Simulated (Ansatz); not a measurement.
**Optical response of PbO (Litharge)**

Aim: the dielectric function of PbO (Litharge), and the optical constants that follow from it. The cell comes from an older database entry, whose edges can differ from later determinations, mostly by under a per cent.

Main program and level: Ansatz 0.2.0; DFT, PBE, plane-wave PAW, default files, scalar-relativistic, independent-particle optical response without local fields.

Most raw output is cut from this account.

The database entry behind the starting cell differs from later determinations by our own check (an axis about 0.4 % long against later determinations), so it need not match the best structure at ambient conditions.

## Step 1: Set-up

The structure is tetragonal, space group P4/nmm (No. 129). The conventional cell has a = 3.990 Å, b = 3.990 Å, c = 5.010 Å, α = 90.00°, β = 90.00°, γ = 90.00°. Nearest to Pb lie 4 O at 2.33 Å. Nearest to O lie 4 Pb at 2.33 Å. Farther neighbours and most contacts between anions are not listed.

Coordinates:

```cif
data_structure
_symmetry_space_group_name_H-M 'P4/nmm:1'
_symmetry_Int_Tables_number 129
_cell_length_a 3.9900
_cell_length_b 3.9900
_cell_length_c 5.0100
_cell_angle_alpha 90.000
_cell_angle_beta 90.000
_cell_angle_gamma 90.000
_cell_volume 79.76
loop_
_atom_site_label
_atom_site_type_symbol
_atom_site_symmetry_multiplicity
_atom_site_Wyckoff_symbol
_atom_site_fract_x
_atom_site_fract_y
_atom_site_fract_z
_atom_site_occupancy
Pb1 Pb 2 c 0.50000 0.00000 0.76000 1
O1 O 2 a 0.50000 0.50000 0.00000 1
```

## Step 2: Ground state and bands

First the ground state: is it a metal or has it a gap?

This step: DFT, PBE, plane-wave PAW, default files, scalar-relativistic, ground state (Ansatz 0.2.0).

Input file input.yaml:

```yaml
crystal:
  lattice:
    - [3.99, 0.0, 0.0]
    - [0.0, 3.99, 0.0]
    - [0.0, 0.0, 5.01]
  atoms:
    - { symbol: Pb, position: [0.5, 0.0, 0.76] }
    - { symbol: Pb, position: [0.0, 0.5, 0.24] }
    - { symbol: O, position: [0.5, 0.5, 0.0] }
    - { symbol: O, position: [0.0, 0.0, 0.0] }
kpoints:
  mp_grid: { grid: [6, 6, 5] }
  band_path:
    path:
      - [[0.0, 0.0, 0.0], [0.0, 0.5, 0.0], [0.5, 0.5, 0.0], [0.0, 0.0, 0.0], [0.0, 0.0, 0.5], [0.0, 0.5, 0.5], [0.5, 0.5, 0.5], [0.0, 0.0, 0.5]]
      - [[0.0, 0.5, 0.0], [0.0, 0.5, 0.5]]
      - [[0.5, 0.5, 0.0], [0.5, 0.5, 0.5]]
    npoints: 6
scf:
  occupations: { method: fermi_dirac, width: 0.05 }
  n_extra_bands: 8
hamiltonian:
  xc: pbe
  pseudopotentials: { kind: paw }
output:
  forces: true
  stress: true
  populations: true
  write_bands: true
  write_density: true
  write_potential: true
  elf: true
  volumetric_format: npy
```

The run is started by

```console
ansatz run input.yaml --threads 4 --pin off --max-ram 8192MiB --backend cpu --events-out ev --progress --plain --runs-dir out
```

Wall time 2 s (4 threads of Arm Neoverse V2, shared host); peak memory 0.36 GiB.

Numbers from this step:

- free energy: -24947.0704 eV
- Fermi energy: 9.063 eV
- gap by band count: 1.150 eV
- electrons: 40
- symmetry operations: 16
- pressure: 2.978 GPa
- volume: 79.76 Å³
- gap on the path: 1.145 eV
- least direct gap on the path: 2.110 eV

There is a gap, 1.14 eV on the path, so no carriers' term is needed. The cell is left with a pressure of 3.0 GPa and forces up to 0.01 eV/Å, as it stands unrelaxed at this level.

Electronic bands along the path, in eV, zero at the Fermi level; v1 is the highest filled band, c1 the lowest empty one:

```csv
point,v4,v3,v2,v1,c1,c2,c3,c4
Γ,-2.24,-2.16,-2.16,-0.59,1.84,4.95,4.95,5.02
halfway,-3.02,-2.56,-2.46,-0.81,2.96,2.98,4.96,5.27
X,-3.49,-3.49,-2.24,-2.24,2.80,2.80,6.02,6.02
halfway,-2.73,-2.73,-1.98,-1.98,1.91,1.91,4.81,4.81
M,-2.25,-2.25,-1.55,-1.55,0.56,0.56,4.67,4.67
halfway,-3.36,-3.23,-1.78,-1.09,2.45,2.85,4.14,4.55
Γ,-2.24,-2.16,-2.16,-0.59,1.84,4.95,4.95,5.02
halfway,-2.26,-2.17,-2.17,-0.94,1.53,3.91,3.91,4.41
Z,-2.28,-2.19,-2.19,-1.53,1.47,3.35,3.35,3.64
halfway,-2.85,-2.58,-1.70,-1.51,1.70,2.56,3.97,5.95
R,-3.46,-3.46,-1.57,-1.57,2.49,2.49,5.65,5.65
halfway,-2.25,-2.25,-2.06,-2.06,2.84,2.84,3.99,3.99
A,-2.85,-2.85,-1.55,-1.55,2.82,2.82,4.18,4.18
halfway,-3.28,-2.16,-1.77,-1.64,1.89,3.06,3.28,5.77
Z,-2.28,-2.19,-2.19,-1.53,1.47,3.35,3.35,3.64
jump to X,-3.49,-3.49,-2.24,-2.24,2.80,2.80,6.02,6.02
halfway,-3.48,-3.48,-1.86,-1.86,2.64,2.64,5.83,5.83
R,-3.46,-3.46,-1.57,-1.57,2.49,2.49,5.65,5.65
jump to M,-2.25,-2.25,-1.55,-1.55,0.56,0.56,4.67,4.67
halfway,-2.56,-2.56,-1.55,-1.55,1.40,1.40,4.96,4.96
A,-2.85,-2.85,-1.55,-1.55,2.82,2.82,4.18,4.18
```

Electrostatic potential energy in the ac plane at fractional y = 0.000, with atoms of Pb and O within 0.2 Å of it. With pseudopotentials it is smooth inside the atoms' cores, unlike the true potential.

Values in eV, 17 rows by 14 columns, each cell a mean:
```
-32 -28  -5   8   5  -4 -12 -15 -11  -1   6   7 -14 -30
-19 -10   5   6  -5 -24 -31 -32 -30 -18  -1   7   1 -13
  9  10   8   1 -20 -32 -27 -23 -29 -31 -13   4   9  10
 12  11   8  -2 -25 -30 -19 -13 -21 -31 -19   2   9  11
 12  11   8  -1 -23 -31 -22 -17 -24 -31 -17   3   9  11
 12  11   9   4 -13 -30 -31 -29 -31 -26  -7   6  10  11
 12  11  10   7   1 -13 -22 -25 -21  -8   4   8  10  11
 12  11  11  10   8   4   0  -2   1   5   8  10  11  12
 12  12  11  11  10   9   9   8   9  10  10  11  11  12
 12  12  12  12  11  11  11  11  11  11  11  12  12  12
 12  12  12  12  12  12  12  12  12  12  12  12  12  12
 12  12  12  12  12  12  12  12  12  12  12  12  12  12
 12  12  12  12  12  12  12  12  12  12  12  12  12  12
 11  11  12  13  13  12  12  12  12  12  13  13  12  11
 -6   1  11  12  12  12  12  11  12  12  12  12   9  -1
-31 -24  -1  11  12  10  10   9  10  11  12  10  -9 -27
-33 -31 -10   9  10   7   6   5   6   8  10   7 -19 -32
```
Atoms in or near the plane, at fractional coordinates: Pb at (0.50, 0.76), O at (0.00, 0.00).

ELF in the ac plane at fractional y = 0.000, with atoms of Pb and O within 0.2 Å of it. It is the smooth field of the valence electrons, not physical close to the nuclei.

Ten even steps from '0' (0.00) to '9' (0.81), each cell a mean:
```
79952344322798
99832433332499
87423210133257
43234100024223
11245200035311
01355421255420
00356554555520
00246665666410
00125677764200
00002456531000
00000122100000
00000000000000
32100000000122
77521000001357
99852000002689
89973100014899
48973112114897
```
Atoms in or near the plane, at fractional coordinates: Pb at (0.50, 0.76), O at (0.00, 0.00).

## Step 3: Spectrum

The spectrum is a sum over vertical transitions between filled and empty bands at the fixed density, so many empty bands are needed.

This step: DFT, PBE, plane-wave PAW, default files, scalar-relativistic, independent-particle optical response without local fields (Ansatz 0.2.0).

input.yaml, the sections that differ from step 2:

```yaml
kpoints:
  mp_grid: { grid: [6, 6, 5] }
scf:
  occupations: { method: fixed }
output:
  optics:
    e_range: [0, 20]
    de: 0.05
    sigma: 0.1
    nscf_kmesh: { grid: [8, 8, 6] }
    bands: { spectra_wanted_up_to: 20 }
# crystal, hamiltonian: as in step 2
```

It took 23 s on 4 threads; peak memory 1.1 GiB.

Numbers from this step:

- electronic dielectric constant ε∞, mean over x, y and z (by symmetry where fewer were run): 7.171
- absorption onset, first axis (α over 10⁴ cm⁻¹, or the direct gap if that lies higher): 2.142 eV
- main peak of Im epsilon, first axis: 3.761 eV
- photocurrent from vertical transitions in a film 500 nm thick on a perfect mirror (two passes), AM1.5G, no front reflection, all carriers collected: 11.33 mA/cm²
- least direct gap on the mesh: 2.110 eV
- bands summed: 62
- spectra valid up to: 29.63 eV
- program's estimate of the k-sum error in Im epsilon: 0.05 %
- electrons in the f-sum: 32.85

The Im ε has structure finer than the step of the table below, so its rows give means over 0.5 eV, whole bins alone (the curve runs from 0 to 20 eV). Peaks (eV: height): E ∥ x or y 3.75: 15.9; E ∥ z 4.45: 15.6, 7.10: 7.01.

Im ε against photon energy; means over each step:

```csv
photon energy (eV),E ∥ x or y,E ∥ z
1.5,0,0
2.0,0.132,0.00143
2.5,0.892,1.06
3.0,3.37,3.02
3.5,10.4,6.29
4.0,14.0,9.68
4.5,11.1,13.5
5.0,6.83,7.42
5.5,5.84,5.70
6.0,5.79,5.10
6.5,6.52,4.34
7.0,4.70,6.43
7.5,2.98,4.23
8.0,2.39,2.23
8.5,2.70,1.77
9.0,2.57,1.64
9.5,2.35,1.57
10.0,3.03,2.07
10.5,2.41,2.63
11.0,1.55,2.56
11.5,1.11,1.60
12.0,0.887,1.09
12.5,0.842,0.973
13.0,0.845,0.998
13.5,0.997,0.648
14.0,1.05,0.617
14.5,1.50,1.03
15.0,1.50,1.31
15.5,1.39,1.22
16.0,1.09,0.727
16.5,0.916,0.595
17.0,0.744,0.580
17.5,0.719,0.567
18.0,0.911,0.691
18.5,0.950,1.12
19.0,0.934,1.21
19.5,0.772,0.984
```

Table of Re ε by photon energy:

```csv
photon energy (eV),E ∥ x or y,E ∥ z
0.0,7.39,6.74
0.5,7.46,6.80
1.0,7.72,7.01
1.5,8.22,7.43
2.0,9.29,8.24
2.5,10.6,10.1
3.0,13.9,11.5
3.5,14.6,9.72
4.0,5.08,9.99
4.5,-0.0523,1.90
5.0,0.00501,-0.739
5.5,0.0306,0.726
6.0,1.89,-0.359
6.5,0.212,1.61
7.0,-2.05,0.575
7.5,-0.966,-1.87
8.0,-0.324,-1.27
8.5,0.507,-0.256
9.0,-0.488,-0.0532
9.5,0.703,0.841
10.0,0.415,0.932
10.5,-0.865,1.09
11.0,-0.501,-0.629
11.5,-0.429,-0.536
12.0,0.105,-0.0691
12.5,0.321,0.207
13.0,0.653,0.0895
13.5,0.791,0.460
14.0,0.975,0.801
14.5,0.988,1.20
15.0,0.547,0.892
15.5,0.420,0.333
16.0,0.303,0.439
16.5,0.384,0.696
17.0,0.463,0.829
17.5,0.705,0.997
18.0,0.759,1.25
18.5,0.631,1.19
19.0,0.554,0.819
19.5,0.385,0.489
20.0,0.491,0.686
```

The loss function −Im 1/ε at q → 0 has structure finer than the step of the table below, so its rows give means over 0.5 eV, whole bins alone (the curve runs from 0 to 20 eV). Peaks (eV: height): E ∥ x or y 8.15: 0.445, 9.25: 0.510, 12.00: 1.12, 16.90: 1.02, 19.60: 1.10; E ∥ z 9.20: 0.679, 12.50: 1.02, 13.30: 1.23, 15.90: 1.12, 19.65: 0.919.

Loss function −Im 1/ε at q → 0 against energy loss; means over each step:

```csv
energy loss (eV),E ∥ x or y,E ∥ z
1.5,0,0
2.0,0.00135,1.8e-5
2.5,0.00757,0.0103
3.0,0.0155,0.0197
3.5,0.0328,0.0440
4.0,0.0626,0.0489
4.5,0.0909,0.0691
5.0,0.146,0.137
5.5,0.172,0.172
6.0,0.163,0.200
6.5,0.152,0.208
7.0,0.187,0.150
7.5,0.302,0.194
8.0,0.410,0.340
8.5,0.364,0.544
9.0,0.397,0.611
9.5,0.408,0.517
10.0,0.327,0.405
10.5,0.367,0.338
11.0,0.572,0.383
11.5,0.830,0.584
12.0,1.10,0.904
12.5,0.994,0.959
13.0,0.742,0.988
13.5,0.605,1.04
14.0,0.512,0.602
14.5,0.460,0.434
15.0,0.587,0.532
15.5,0.667,0.765
16.0,0.860,1.02
16.5,0.940,0.743
17.0,0.955,0.572
17.5,0.724,0.434
18.0,0.650,0.335
18.5,0.724,0.418
19.0,0.800,0.558
19.5,1.00,0.778
```

The reflectivity at normal incidence has structure finer than the step of the table below, so its rows give means over 0.5 eV, whole bins alone (the curve runs from 0 to 20 eV). Peaks (eV: height): E ∥ x or y 4.50: 44.5, 7.00: 42.3, 8.90: 28.0, 10.65: 34.8, 11.40: 31.1, 15.70: 14.0; E ∥ z 4.50: 46.6, 5.90: 34.8, 7.75: 45.1, 11.05: 29.3, 13.00: 15.1, 15.55: 11.9, 19.50: 8.65.

The reflectivity at normal incidence by photon energy; means over each step:

```csv
photon energy (eV),E ∥ x or y (%),E ∥ z (%)
0.5,21.6,19.9
1.0,22.2,20.4
1.5,23.3,21.5
2.0,25.7,23.5
2.5,28.5,27.0
3.0,34.1,30.8
3.5,40.0,32.2
4.0,43.1,36.8
4.5,43.3,45.0
5.0,35.5,39.0
5.5,31.8,30.5
6.0,28.7,31.1
6.5,35.5,23.3
7.0,41.2,34.9
7.5,33.5,42.3
8.0,24.5,38.6
8.5,19.2,23.5
9.0,24.9,18.0
9.5,16.7,10.2
10.0,22.8,12.9
10.5,32.5,16.4
11.0,28.2,27.4
11.5,27.0,26.9
12.0,14.7,19.4
12.5,9.12,12.0
13.0,5.46,13.2
13.5,5.51,6.65
14.0,5.16,2.83
14.5,8.56,4.75
15.0,11.1,7.74
15.5,12.3,11.3
16.0,11.7,7.63
16.5,9.40,3.49
17.0,6.82,2.40
17.5,4.19,1.83
18.0,5.19,2.43
18.5,6.34,5.24
19.0,7.20,7.04
19.5,7.72,7.49
```

Table of refractive index n and extinction k by photon energy:

```csv
photon energy (eV),"n, E ∥ x or y","k, E ∥ x or y","n, E ∥ z","k, E ∥ z"
0,2.72,0,2.60,0
1,2.78,0,2.65,0
2,3.05,0.00276,2.87,0
3,3.75,0.391,3.40,0.315
4,3.16,2.22,3.47,1.43
5,1.80,1.80,1.81,2.00
6,1.98,1.43,1.50,1.62
7,1.23,1.89,1.91,1.75
8,1.01,1.16,0.802,1.38
9,1.01,1.22,0.875,0.905
10,1.31,1.14,1.27,0.825
11,0.738,1.02,1.00,1.28
12,0.705,0.626,0.720,0.766
13,0.927,0.454,0.745,0.682
14,1.09,0.461,0.947,0.311
15,1.03,0.712,1.11,0.589
16,0.843,0.638,0.792,0.433
17,0.810,0.440,0.959,0.302
18,0.992,0.475,1.15,0.281
19,0.910,0.524,1.08,0.592
20,0.798,0.382,0.911,0.380
```

From ε follow the optical constants at some laser and lamp lines:

```csv
wavelength (nm),n xy,k xy,R (%) xy,1/α xy,n z,k z,R (%) z,1/α z
1064,2.80,0.000,22.5,over 1 mm,2.67,0.000,20.7,over 1 mm
800,2.88,0.000,23.5,over 1 mm,2.74,0.000,21.6,over 1 mm
633,3.02,0.001,25.3,56 µm,2.85,0.000,23.1,over 1 mm
450,3.48,0.175,30.7,204 nm,3.20,0.283,27.8,126 nm
365,3.90,1.025,37.8,28 nm,3.20,0.978,31.2,30 nm
308,3.11,2.221,43.0,11 nm,3.45,1.454,37.1,17 nm
248,1.80,1.800,35.0,11 nm,1.81,2.005,39.2,9.8 nm
```

Through 1 µm of it, D65 light comes out orange (x = 0.557, y = 0.433; 25 % transmitted). A larger true gap would move the edge to shorter wavelengths and change the colour.

At 1064 nm the birefringence n(z) − n(x) is -0.133: the crystal is uniaxial negative at this level.

The f-sum over the summed bands holds 32.8 of the cell's 40 electrons outside the frozen cores, 24 of which lie in bands more than 12 eV below the Fermi level, whose transitions come at higher energies. Up to 20 eV the strength has a mean oscillator energy of 6.4 eV, well above the main peak, so higher transitions carry much of it.

## Step 4: Static response with local fields

A static field by perturbation theory: the induced potential is included, and the Born charges come with it.

This step: DFT, PBE, plane-wave PAW, default files, scalar-relativistic, static field response by perturbation theory with local fields (Ansatz 0.2.0).

Changes to input.yaml since step 3:

```diff
@@ -17,8 +17,2 @@
   pseudopotentials: { kind: paw }
-output:
-  optics:
-    e_range: [0, 20]
-    de: 0.05
-    sigma: 0.1
-    nscf_kmesh: { grid: [8, 8, 6] }
-    bands: { spectra_wanted_up_to: 20 }
+dielectric: {}
```

The job ended after 25 s (4 threads; peak memory 0.73 GiB; 93 s of CPU time).

This step gave:

| Property | Result |
| --- | --- |
| electronic dielectric constant ε∞, mean over x, y and z (by symmetry where fewer were run) | 6.665 |

ε∞ with local fields:

```
6.87 0.00 0.00
0.00 6.87 0.00
0.00 0.00 6.27
```

Diagonal elements. Born, by row:

```csv
atom,Z*xx (e),Z*yy (e),Z*zz (e)
Pb1,3.155,3.155,2.328
Pb2,3.155,3.155,2.328
O3,-3.155,-3.155,-2.328
O4,-3.155,-3.155,-2.328
```

Mean Born charges are Pb +2.88 and O -2.88, against formal valences of +2 and -2. That of Pb exceeds its valence by 44 %, the mark of charge moving along hybridised bonds as the atoms shift.

## Step 5: Outcome

| Property | Result |
| --- | --- |
| gap on the path | 1.14 eV |
| least direct gap on the path | 2.11 eV |
| electronic dielectric constant ε∞, mean over x, y and z (by symmetry where fewer were run) (independent particles) | 7.17 |
| absorption onset, first axis (α over 10⁴ cm⁻¹, or the direct gap if that lies higher) | 2.14 eV |
| main peak of Im epsilon, first axis | 3.76 eV |
| photocurrent from vertical transitions in a film 500 nm thick on a perfect mirror (two passes), AM1.5G, no front reflection, all carriers collected | 11.3 mA/cm² |
| electronic dielectric constant ε∞, mean over x, y and z (by symmetry where fewer were run) (static response with local fields) | 6.67 |

What this shows: At this level (PBE, independent particles) PbO has a mean ε∞ = 7.17 (6.67 with local fields) and n = 2.76 at 1550 nm (E ∥ x); absorption sets in near 2.1 eV, and Im ε peaks at 3.8 eV (E ∥ x). The gap is indirect (1.14 eV), so absorption without phonons can begin only at the direct gap of 2.11 eV. The absorption coefficient passes 10⁴ cm⁻¹ at 2.14 eV, inside the visible range. Distinct maxima of Im ε, read by a parabola through the highest points, lie at 3.76 eV (16), 6.60 eV (6.7), 8.75 eV (3.4) and 10.16 eV (3.4) for E ∥ x or y. The static values by axis are 7.39 (xy), 6.74 (z). The f-sum over the summed bands holds 32.8 of the cell's 40 electrons outside the frozen cores, 24 of which lie in bands more than 12 eV below the Fermi level, whose transitions come at higher energies. Up to 20 eV the strength has a mean oscillator energy of 6.4 eV, well above the main peak, so higher transitions carry much of it. Through 1 µm of it, D65 light comes out orange (x = 0.557, y = 0.433; 25 % transmitted). A larger true gap would move the edge to shorter wavelengths and change the colour. At 1064 nm the birefringence n(z) − n(x) is -0.133: the crystal is uniaxial negative at this level. In the base spectrum excitons and phonon-assisted transitions are missing, and so are local fields; PBE gaps are as a rule too small, which pulls the onset down and ε∞ up, while the missing spin-orbit coupling works the other way with such heavy atoms. In the base run ε includes the program's bounded estimate of what the bands above those summed add. Spin-orbit coupling is left out although heavy atoms are present.

[Logs are printed without paths, hosts, clocks, repeated set-up lines and the standing remarks that a program may print on its own settings, such as how far it seeks lower states.]

[Hosts, paths, dates, database ids (printed as entryN), source tags and the programs' standing remarks are cut or masked in the printed files.]
